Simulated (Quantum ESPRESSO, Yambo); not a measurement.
# Quasiparticle gap of BaTiO3 (P4mm) in Yambo, part 2 of 3

How does a plane-wave GW calculation on BaTiO3 (P4mm) run from the first input to the gap?

Quantum ESPRESSO 7.5 and Yambo 5.3.0; PBE and many-body steps on it, plane waves. Known limits of the many-body steps: not at the basis limit; no spin-orbit coupling; coarse k mesh.

So far. Step 2 (Ground state): The gap is indirect, with the least direct gap 0.37 eV higher. Step 3 (Bands along the symmetry lines): The gap is 1.851 eV, as in the run before at this level.

**4. Empty states on the mesh, 4×4×4 mesh, 287 bands**

Level of this step: DFT, PBE, plane waves, norm-conserving pseudopotentials (Quantum ESPRESSO).

The sums over transitions need many empty states on a uniform mesh; this step solves for them.

pw.in reads:

```
&control
  calculation = 'nscf'
  prefix = 'x'
  outdir = 'o'
  pseudo_dir = 'pseudo'
/
&system
  ibrav = 0
  nat = 5
  ntyp = 3
  ecutwfc = 76.0
  nbnd = 287
  force_symmorphic = .true.
/
&electrons
  conv_thr = 1e-9
  electron_maxstep = 80
  diago_full_acc = .true.
  diago_thr_init = 5e-6
/
ATOMIC_SPECIES
  Ba 137.33 Ba.upf
  Ti 47.867 Ti.upf
  O 15.999 O.upf
CELL_PARAMETERS angstrom
  3.9904800000 0.0000000000 0.0000000000
  0.0000000000 3.9904800000 0.0000000000
  0.0000000000 0.0000000000 4.0230300000
ATOMIC_POSITIONS crystal
  Ba 0.0000000000 0.0000000000 0.0000000000
  Ti 0.5000000000 0.5000000000 0.5220000000
  O 0.5000000000 0.5000000000 0.9790000000
  O 0.5000000000 0.0000000000 0.4880000000
  O 0.0000000000 0.5000000000 0.4880000000
K_POINTS automatic
  4 4 4 0 0 0
```

Command:

```bash
$ OMP_NUM_THREADS=1 mpirun -n 4 pw.x -nk 4 -in pw.in > pw.out
```

Log:

```text
[banner, memory and clock lines left out]
Program PWSCF v.7.5 starts

     Atomic positions and unit cell read from directory:
     o/x.save/

     Message from routine setup:
     using ibrav=0 with symmetry is DISCOURAGED, use correct ibrav instead

     G-vector sticks info

     bravais-lattice index     =            0
     lattice parameter (alat)  =       7.5409  a.u.
     unit-cell volume          =     432.3148 (a.u.)^3
     number of atoms/cell      =            5
     number of atomic types    =            3
     number of electrons       =        40.00
     number of Kohn-Sham states=          287
     kinetic-energy cutoff     =      76.0000  Ry
     charge density cutoff     =     304.0000  Ry
     Exchange-correlation= PBE
                           (   1   4   3   4   0   0   0)

     celldm(1)=   7.540914  celldm(2)=   0.000000  celldm(3)=   0.000000
     celldm(4)=   0.000000  celldm(5)=   0.000000  celldm(6)=   0.000000

     crystal axes: (cart. coord. in units of alat)
               a(1) = (   1.000000   0.000000   0.000000 )
               a(2) = (   0.000000   1.000000   0.000000 )
               a(3) = (   0.000000   0.000000   1.008157 )

     reciprocal axes: (cart. coord. in units 2 pi/alat)
               b(1) = (  1.000000  0.000000  0.000000 )
               b(2) = (  0.000000  1.000000  0.000000 )
               b(3) = (  0.000000  0.000000  0.991909 )
     Pseudo is Norm-conserving + core correction, Zval = 10.0
     Generated using ONCVPSP code by D. R. Hamann
     Using radial grid of 1958 points,  6 beta functions with:
     Pseudo is Norm-conserving + core correction, Zval = 12.0
     Generated using ONCVPSP code by D. R. Hamann
     Using radial grid of 1586 points,  6 beta functions with:
     Pseudo is Norm-conserving + core correction, Zval =  6.0
     Generated using ONCVPSP code by D. R. Hamann
     Using radial grid of  936 points,  5 beta functions with:
     Ba               10.00   137.33000     Ba( 1.00)
     Ti               12.00    47.86700     Ti( 1.00)
     O                 6.00    15.99900     O ( 1.00)

      8 Sym. Ops. (no inversion) found

   Cartesian axes

     site n.     atom                  positions (alat units)
         1        Ba     tau(   1) = (   0.0000000   0.0000000   0.0000000  )
         2        Ti     tau(   2) = (   0.5000000   0.5000000   0.5262579  )
         3        O      tau(   3) = (   0.5000000   0.5000000   0.9869856  )
         4        O      tau(   4) = (   0.5000000   0.0000000   0.4919806  )
         5        O      tau(   5) = (   0.0000000   0.5000000   0.4919806  )

     number of k points=    18
                       cart. coord. in units 2pi/alat
        k(    1) = (   0.0000000   0.0000000   0.0000000), wk =   0.0312500
        k(    2) = (   0.0000000   0.0000000   0.2479773), wk =   0.0625000
        k(    3) = (   0.0000000   0.0000000  -0.4959545), wk =   0.0312500
[...]
[... 6 further rows ...]
        k(   17) = (  -0.5000000  -0.5000000   0.2479773), wk =   0.0625000
        k(   18) = (  -0.5000000  -0.5000000  -0.4959545), wk =   0.0312500

     Dense  grid:    38715 G-vectors     FFT dimensions: (  45,  45,  45)

     The potential is recalculated from file :
     o/x.save/charge-density

     Starting wfcs are   27 randomized atomic wfcs +  260 random wfcs

     Band Structure Calculation

     End of band structure calculation

          k = 0.0000 0.0000 0.0000 (  4865 PWs)   bands (ev):

   -45.9925 -22.3010 -22.2284 -22.2284 -14.3723  -6.4094  -5.7860  -5.6652
     0.4622   0.4622   0.4637   8.1227   8.1499   8.1499   9.0900   9.0900
     9.3147  10.0485  10.1251  10.1251  12.3468  12.7142  12.7142  14.6184
[...]
[... 24 further rows ...]
[...]
150.9540 151.9136 151.9136 152.3481 152.4995 152.4995 153.2390

          k = 0.0000 0.0000 0.2480 (  4849 PWs)   bands (ev):

[...]
[... 24 further rows ...]
[...]
146.7210 146.9685 147.2429 147.2429 147.7292 148.2841 148.4648

          k = 0.0000 0.0000-0.4960 (  4846 PWs)   bands (ev):

[...]
52.2417  52.2417  54.2265  54.5769  54.5769  55.3029  55.3029  56.0633
     [... 24 further rows ...]
   145.3299 145.5824 145.5824 145.8906 147.1656 147.1656 147.4259 148.2985
   148.7008 148.7008 148.7238 149.0941 149.4812 149.4812 149.4856

          k = 0.0000 0.2500 0.0000 (  4821 PWs)   bands (ev):

     [... further k-points ...]

     highest occupied, lowest unoccupied level (ev):    10.4956   12.3468

     XML data file, pseudopotentials, collected wavefunctions
```

Wall time 79 s (4 MPI ranks of Arm Neoverse V2, shared host); peak memory 0.71 GiB; 5.2 min of CPU time.

Numbers from this step:

```
gap                                                           : 1.851 eV
k of the valence top                                          : -0.5, -0.5, -0.5
k of the conduction bottom                                    : 0, 0, 0
least direct gap                                              : 2.222 eV
k points computed                                             : 18
lowest point of the top converged band, above the valence top : 134.6930 eV
```

On this mesh the gap is 1.851 eV.

**5. Conversion and set-up**

This step: Yambo 5.3.0; conversion and set-up on PBE, plane waves, norm-conserving pseudopotentials.

The states are converted to the many-body program's format and the q mesh is built.

Command:

```bash
$ (cd o/x.save; p2y > p2y.log; mv SAVE ../..); yambo > setup.log
```

Log:

```text
 Yambo, version 5.3.0

 [02] CORE Variables Setup
 =========================

  [02.01] Unit cells
  ==================

  Cell kind             :  Unknown
  Atoms in the cell     :  Ba  Ti  O
  number of Ba atoms    :  1
  number of Ti atoms    :  1
  number of O  atoms    :  3

  List of atomic masses
  Mass of Ba    :  137.3300
  Mass of Ti    :  47.86700
  Mass of O     :  15.99900

  List of atomic coordinates    : [cc]
  Ba1       :  0.000000  0.000000  0.000000  order 1
  Ti1       :  3.770457  3.770457  3.968466  order 2
  O1       :  3.770457  3.770457  7.442774  order 3
  O2       :  3.770457  0.000000  3.709983  order 4
  O3       :  0.000000  3.770457  3.709983  order 5

  Alat factors          :  7.540914  7.540914  7.602425 [a.u.]
  Direct lattice volume :  432.3148 [a.u.]
  Direct lattice vectors:  A[ 1 ]  A[ 2 ]  A[ 3 ]
   A[ 1 ]:  1.000000  0.000000  0.000000  [iru]
   7.540914  0.000000  0.000000  [cc]
   A[ 2 ]:  0.000000  1.000000  0.000000  [iru]
   0.000000  7.540914  0.000000  [cc]
   A[ 3 ]:  0.000000  0.000000  1.000000  [iru]
   0.000000  0.000000  7.602425  [cc]

  Recip. lattice volume :  0.573772 [a.u.]
  Recip. lattice vectors:  B[ 1 ]  B[ 2 ]  B[ 3 ]
   B[ 1 ]:  1.000000  0.000000  0.000000  [iku]
   0.833213  0.000000  0.000000  [cc]
   B[ 2 ]:  0.000000  1.000000  0.000000  [iku]
   0.000000  0.833213  0.000000  [cc]
   B[ 3 ]:  0.000000  0.000000  1.000000  [iku]
   0.000000  0.000000  0.826471  [cc]

  [02.02] Symmetries
  ==================

  Inversion symmetry    : yes
  Spatial inversion     : no
  Inversion index       :   9
  K-space Time-reversal : yes
  Magnetic symmetries   : no
  Time-reversal derived K-space symmetries:   9  16
  Group table correct   : yes
  Symmetries units      :  [cc]

   [S  1]:  1.000000  0.000000  0.000000  0.000000  1.000000  0.000000  0.000000  0.000000  1.000000
   [S  2]: -1.000000  0.000000  0.000000  0.000000 -1.000000  0.000000  0.000000  0.000000  1.000000
   [S  3]:  0.000000 -1.000000  0.000000  1.000000  0.000000  0.000000  0.000000  0.000000  1.000000
[...]
[S  7]:  0.000000 -1.000000  0.000000 -1.000000  0.000000  0.000000  0.000000  0.000000  1.000000
   [S  8]:  0.000000  1.000000  0.000000  1.000000  0.000000  0.000000  0.000000  0.000000  1.000000
   [S* 9]: -1.000000 -0.000000 -0.000000 -0.000000 -1.000000 -0.000000 -0.000000 -0.000000 -1.000000
   [S*10]:  1.000000 -0.000000 -0.000000 -0.000000  1.000000 -0.000000 -0.000000 -0.000000 -1.000000
     [... 4 further rows ...]
   [S*15]: -0.000000  1.000000 -0.000000  1.000000 -0.000000 -0.000000 -0.000000 -0.000000 -1.000000
   [S*16]: -0.000000 -1.000000 -0.000000 -1.000000 -0.000000 -0.000000 -0.000000 -0.000000 -1.000000

  [02.03] Reciprocal space
  ========================

  nG shells         :  2381
  nG charge         :   38715
  nG WFs            :   5983
  nC WFs            :   4868
[...]
K [14]         [rlu]:  0.250000 -0.500000  0.250000
         WF components:   4828
  [... 3 further k-points ...]
  K [18]         [rlu]: -0.500000 -0.500000 -0.500000
         WF components:   4800

  [02.05] Energies & Occupations
  ==============================

  [X] === General ===
  [X] Electronic Temperature                        :  0.000000  0.000000 [eV K]
  [X] Bosonic    Temperature                        :  0.000000  0.000000 [eV K]
  [X] Finite Temperature mode                       : no
  [X] El. density                                   :  0.62439E+24 [cm-3]
  [X] Fermi Level                                   :  10.49564 [eV]

  [X] === Gaps and Widths ===
  [X] Conduction Band Min                           :  1.851171 [eV]
  [X] Valence Band Max                              :  0.000000 [eV]
  [X] Filled Bands                                  :  20
  [X] Empty Bands                                   :   21  287
  [X] Direct Gap                                    :  2.221732 [eV]
  [X] Direct Gap localized at k                     :  1
  [X] Indirect Gap                                  :  1.851171 [eV]
  [X] Indirect Gap between kpts                     :  18   1
  [X] Last valence band width                       :  0.967689 [eV]
  [X] 1st conduction band width                     :  2.396446 [eV]

  E @ K [ 1]:  [eV]
  -56.48810 -32.79662 -32.72408 -32.72408 -24.86795 -16.90507 -16.28164 -16.16086
[...]
occ @ K [ 1]
[...]
E @ K [ 2]:  [eV]
[...]
occ @ K [ 2]
[...]
E @ K [ 3]:  [eV]
[...]
occ @ K [ 3]
[...]
E @ K [ 8]:  [eV]
[...]
occ @ K [ 8]
[...]
E @ K [ 9]:  [eV]
[...]
occ @ K [ 9]
[...]
E @ K [10]:  [eV]
[...]
occ @ K [10]
[...]
E @ K [11]:  [eV]
[...]
occ @ K [11]
[...]
E @ K [12]:  [eV]
[...]
occ @ K [12]
[...]
E @ K [13]:  [eV]
[...]
occ @ K [13]
[...]
E @ K [14]:  [eV]
[...]
occ @ K [14]
[...]
[... 3 further k-points ...]
  E @ K [18]:  [eV]
[...]
occ @ K [18]
[...]
0.000000  0.000000  0.000000  0.000000  0.000000  0.000000  0.000000  0.000000
   0.000000  0.000000  0.000000  0.000000  0.000000  0.000000  0.000000  0.000000

 [03] Transferred momenta grid and indexing
 ==========================================

 IBZ Q-points                                      :  18
 BZ  Q-points                                      :   64

 K/Q-points units:
 rlu = crystal or reduced units; cc = cartesian coordinates; iku = interal k-units

 Q [ 1]         [rlu]:  0.000000  0.000000  0.000000
 Q [ 2]         [rlu]:  0.000000  0.000000  0.250000
 Q [ 3]         [rlu]:  0.000000  0.000000 -0.500000
[...]
Q [ 8]         [rlu]:  0.000000 -0.500000  0.250000
 Q [ 9]         [rlu]:  0.000000 -0.500000 -0.500000
 Q [10]         [rlu]:  0.250000  0.250000  0.000000
     [... 6 further rows ...]
 Q [17]         [rlu]: -0.500000 -0.500000  0.250000
 Q [18]         [rlu]: -0.500000 -0.500000 -0.500000

  [03.01] X indexes
  =================

   [03.01.01] Sigma indexes
   ========================

 [06] Game Over & Game summary
```

Elapsed: 3 s, on 1 MPI rank; peak memory 0.25 GiB.

[end of part 2 of 3]

[Paths, hosts, dates, memory and timing lines, banners, echoed tables and standing remarks are left out of the program output.]

[Logs are printed without paths, hosts, clocks, repeated set-up lines and the standing remarks that a program may print on its own settings, such as how far it seeks lower states.]

[Runs of the session that timed out or met a known fault of the program may be left out.]

[Hosts, paths, dates, database ids (printed as entryN), source tags and the programs' standing remarks are cut or masked in the printed files.]
